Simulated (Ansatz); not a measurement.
# K3Cu3AsP: complex band structure, part 4 of 4

Aim: relax a made-up compound, K3Cu3AsP, and see how good a tunnel barrier it would be. It is built by putting As for part of the P in the K3Cu3P2 structure of space group R-3m, with the volume rescaled by atomic radii. The parent structure comes from the Materials Project.

Ansatz 0.2.0; PBE DFT, plane waves, PAW files (the session's first sound run).

So far, gap on path (eV): step 3 (band edges, PBE) 1.31; step 6 (PBEsol) 1.27.

The structure was built from a prototype and need not be the compound's stable phase.

## (7) Complex bands at another level

This step: PBEsol DFT, plane waves, PAW files; complex bands by layer matching along the plane's normal (Ansatz 0.2.0).

The complex bands at that level, over its own gap, at (0, 0) and (-0.5, -0.5).

The input, input.yaml:

```yaml
crystal:
  lattice:
    - [5.809986625, 0.0, 0.0]
    - [2.904993313, 5.031596013, 0.0]
    - [2.904993313, -1.677198671, 6.763673279]
  atoms:
    - { symbol: K, position: [0.8165407196, 0.0917296402, 0.2751889206] }
    - { symbol: K, position: [0.9977518224, 0.5011240888, 0.5033722664] }
    - { symbol: K, position: [0.1783252444, 0.9108373778, 0.7325121334] }
    - { symbol: Cu, position: [0.5001611227, 0.0047845196, 0.994893235] }
    - { symbol: Cu, position: [0.0098912846, 0.4950543577, 0.994893235] }
    - { symbol: Cu, position: [0.5001611227, 0.4950543577, 0.994893235] }
    - { symbol: As, position: [0.508976558, 0.745511721, 0.236535163] }
    - { symbol: P, position: [0.4881921254, 0.2559039373, 0.7677118119] }
kpoints:
  mp_grid: { grid: [6, 6, 6] }
scf:
  occupations: { method: fixed }
hamiltonian:
  xc: pbesol
output:
  eigenvalues: true
  transmission:
    leads: [[0, 0]]
    kpoints: [[0.0, 0.0], [-0.5, -0.5]]
    e_range: [-1.0, 2.27]
    de: 0.05
```

Started as:

```console
> ansatz run input.yaml --threads 2 --pin off --max-ram 4096MiB --backend cpu --events-out ev --progress --plain --runs-dir out
```

Numbers of over 12 decimals in the logs are rounded to 6 here.

The program printed:

```text
[...]
Crystal: 8 atoms, lattice volume = 197.726 Å³
Basis set: ecut = 420 eV, 3845 PW (Γ)
Bands: 63, of which v1, the nominal top of the filled ones, is band 52 counted from 1 (51 counted from 0)
Symmetry: 6 space group operations
[...]
k-points: 32 of 216 (time reversal used)
[...]
SCF iter   1: F=—  HF=-29869.719538 eV  |F-HF|=—  |Δ(HF+E_count)|=         —  Δρ=1.01e-2  dr2=1.34e-1  ethr=1.77e-3  ⟨swp⟩=5.4  Hψ=6639  notcnv=0  defer=269
[...]
SCF iter   9: F=-29869.689367 eV  HF=-29869.689367 eV  |F-HF|=2.90e-9  |Δ(HF+E_count)|=   1.94e-7  Δρ=4.11e-6  dr2=2.75e-8  ethr=9.62e-11  ⟨swp⟩=3.0  Hψ=6140  notcnv=0
SCF 1 converged in 9 iterations: F = -29869.689367 eV  dr2 = 2.75e-8
[...]
transmission: 9 of 18 steps passed
transmission: 18 of 18 steps passed
SCF converged after 9 iterations
Free energy (F): -29869.689367 eV
[...]
Internal energy: -29869.689367 eV  (E = F + TS)
E sigma→0 (E₀):  -29869.689367 eV
Fermi energy:    6.424909 eV
[...]
--- Band table (eV; the first three rows and the last of 32) ---
  k-point 0: bands = [... 48 lower, 5.2021, 5.2847, 6.3175, 6.3175, 8.0843, 8.1306, 8.6538, 8.6538, ... 7 higher]
  k-point 1: bands = [... 48 lower, 5.1695, 5.2847, 6.3455, 6.3455, 8.0032, 8.4315, 8.5839, 8.5839, ... 7 higher]
  k-point 2: bands = [... 48 lower, 5.1063, 5.2847, 6.3991, 6.3991, 7.8782, 8.4634, 8.4634, 9.1710, ... 7 higher]
  k-point 31: bands = [... 48 lower, 5.2081, 5.8403, 6.1364, 6.2496, 8.9723, 9.1852, 9.2548, 9.4775, ... 7 higher]
--- Transmission ---
  basis      : 253 plane waves across, 9 finite elements along
  points     : 2, as listed
[...]
channels       : 0.000000e0 a spin
[...]
slowest decay  : 0.2236 /Å at (-0.5000, -0.5000)
```

It took 97 s on 2 threads of Arm Neoverse V2, shared host; peak memory 0.9 GiB.

This step gave:

```
level to which the leads are filled                       : 0.6357 eV from the Fermi level
decay constant at the filling level, zone centre          : 0.2426 Å⁻¹
decay constant at the filling level, slowest listed point : 0.2236 Å⁻¹
```

K parallel (0, 0); values up to 1.5 1/Å, a degenerate pair printed once or twice; energies at which all values exceed this have no row. The Im kz of the slowest decaying states by energy, zero at the highest filled level on the SCF mesh:

```
energy (eV)  decay 1 (Å⁻¹)  decay 2 (Å⁻¹)  decay 3 (Å⁻¹)  decay 4 (Å⁻¹)
     -1.000          0.210          0.302          0.565          0.849
     -0.800          0.238          0.354          0.549          0.868
     -0.600          0.255          0.364          0.537          0.886
     -0.400          0.265          0.336          0.524          0.900
     -0.200          0.233          0.270          0.510          0.904
      0.000        0.00697          0.270          0.496          0.919
      0.200          0.266          0.340          0.479          0.978
      0.400          0.258          0.422          0.460          0.892
      0.600          0.246          0.439          0.458          0.846
      0.800          0.230          0.413          0.469          0.814
      1.000          0.209          0.381          0.461          0.789
      1.200          0.182          0.334          0.438          0.768
      1.400         0.0534          0.145          0.387          0.401
      1.600         0.0873          0.345          0.412          0.681
      1.800          0.164          0.255          0.423          0.638
      2.000          0.223          0.427          0.601          0.794
      2.200          0.252          0.428          0.568          0.793
```

K parallel (-0.5, -0.5); values up to 1.5 1/Å, a degenerate pair printed once or twice; energies at which all values exceed this have no row. The Im kz of the slowest decaying states by energy, zero at the highest filled level on the SCF mesh:

```
energy (eV)  decay 1 (Å⁻¹)  decay 2 (Å⁻¹)  decay 3 (Å⁻¹)  decay 4 (Å⁻¹)
      -1.00          0.155          0.246          0.470          0.514
      -0.85          0.205          0.439          0.465          0.856
      -0.75          0.167          0.375          0.460          0.846
      -0.60         0.0651          0.225          0.451          0.763
      -0.50        0.00813          0.444          0.606          0.823
      -0.35          0.162          0.196          0.433          0.609
      -0.20          0.215          0.301          0.419          0.733
      -0.10          0.240          0.334          0.409          0.768
       0.00         0.0228          0.259          0.356          0.398
       0.05         0.0811          0.268          0.364          0.392
       0.15          0.131          0.282          0.377          0.380
       0.30          0.174          0.299          0.358          0.389
       0.45          0.201          0.317          0.328          0.395
       0.55          0.214          0.317          0.396          0.729
       0.70          0.228          0.299          0.311          0.395
       0.80          0.234          0.271          0.319          0.393
       0.95          0.224          0.244          0.322          0.388
       1.10          0.168          0.245          0.322          0.381
       1.20          0.110          0.246          0.320          0.375
       1.35          0.243          0.314          0.364          0.655
       1.45          0.240          0.309          0.355          0.646
       1.60          0.233          0.298          0.341          0.634
       1.75          0.223          0.283          0.324          0.622
       1.85          0.214          0.272          0.311          0.614
       2.00         0.0873          0.195          0.251          0.290
       2.10          0.123          0.179          0.235          0.274
       2.25          0.143          0.154          0.208          0.246
```

K parallel (-0.5, -0.5). Table of Re kz of states that move upwards by energy, zero at the highest filled level on the SCF mesh:

```
energy (eV)  channel 1 (Å⁻¹)  channel 2 (Å⁻¹)
      -1.00                -                -
      -0.90                -                -
      -0.80            0.313                -
      -0.75            0.355                -
      -0.65            0.430                -
      -0.55           -0.412            0.222
      -0.45           -0.374            0.308
      -0.40            0.338                -
      -0.30            0.393                -
      -0.20            0.446                -
      -0.10           -0.425                -
      -0.05           -0.388                -
       0.00                -                -
       0.05                -                -
       0.15                -                -
       0.25                -                -
       0.30                -                -
       0.40                -                -
       0.50                -                -
       0.60                -                -
       0.65                -                -
       0.75                -                -
       0.85                -                -
       0.95                -                -
       1.00                -                -
       1.10                -                -
       1.20                -                -
       1.30           -0.239                -
       1.35           -0.191                -
       1.45           -0.128                -
       1.55          -0.0769                -
       1.65          -0.0303                -
       1.70         -0.00716                -
       1.80           0.0427                -
       1.90            0.116                -
       2.00                -                -
       2.05                -                -
       2.15                -                -
       2.25                -                -
```

At the listed wavevectors the last open channel is at -0.05 eV and the next at +1.30 eV on the grid. At +0.65 eV, the grid energy nearest the filling level (the middle of the gap on the SCF mesh), the slowest state at the listed wavevectors decays with κ = 0.224 Å⁻¹, its amplitude falling by e over 4.5 Å; the first such run, plane (001), gave 0.231 Å⁻¹ over as many of its listed wavevectors.

## (8) The same cell, other settings

This step: PBE DFT, plane waves, PAW files; complex bands by layer matching along the plane's normal; changed: output.transmission.e_range = [-80, 80], output.transmission.de = 5, scf.max_iter = 50 (Ansatz 0.2.0).

This run repeats an earlier one, its twin (the complex run, plane (001)), with three settings changed (output.transmission.e_range, output.transmission.de, scf.max_iter; files written aside). The setting was drawn as a possible misstep, on purpose. Where the input is shown as a difference, that is against the step before, not the twin.

Edit input.yaml of step 7 so:

```diff
@@ -18,4 +18,5 @@
   occupations: { method: fixed }
+  max_iter: 50
 hamiltonian:
-  xc: pbesol
+  xc: pbe
 output:
@@ -24,4 +25,4 @@
     leads: [[0, 0]]
-    kpoints: [[0.0, 0.0], [-0.5, -0.5]]
-    e_range: [-1.0, 2.27]
-    de: 0.05
+    kpoints: [[0.0, 0.0], [-0.5, -0.5], [0.5, 0.0]]
+    e_range: [-80, 80]
+    de: 5
```

The program printed:

```text
Error: inconsistent input (output.transmission.e_range, basis.ecutwfc): energies over 52 eV from the Fermi level are not served at this cutoff: ask for nearer ones, or raise it
```

It took 0.07 s on 2 threads; peak memory 0.08 GiB.

The input was rejected at the start.

The program's message: “Error: inconsistent input (output.transmission.e_range, basis.ecutwfc): energies over 52 eV from the Fermi level are not served at this cutoff: ask for nearer ones, or raise it”

The change that led to it: output.transmission.e_range = [-80, 80] and output.transmission.de = 5.

## (9) Outcome

| Property | Result |
| --- | --- |
| band gap | 1.31 eV |
| least decay constant at mid-gap, normal to (001) | 0.231 Å⁻¹ |
| least decay constant on a mesh, normal to (001) | 0.228 Å⁻¹ |
| least decay constant, PBEsol | 0.224 Å⁻¹ |

In words: With PBE, the slowest decay at the wavevectors tried is κ = 0.231 Å⁻¹, normal to (001). Through such a film the transmission near mid-gap falls as exp(−2κd), a factor of ten every 5.0 Å. A free electron under a barrier of half the gap would need a mass of 0.31 mₑ to decay at this rate. With PBEsol the gap goes from 1.31 to 1.27 eV and the decay constant, over the first 2 listed wavevectors, from 0.231 to 0.224 Å⁻¹. The compound is made up by substitution; its stability against other phases and against distortions of the cell's symmetry was not tested. A semilocal functional narrows gaps, so real decay constants are likely larger.

[Logs are printed without paths, hosts, clocks, repeated set-up lines and the standing remarks that a program may print on its own settings, such as how far it seeks lower states.]

[Hosts, paths, dates, database ids (printed as entryN), source tags and the programs' standing remarks are cut or masked in the printed files.]
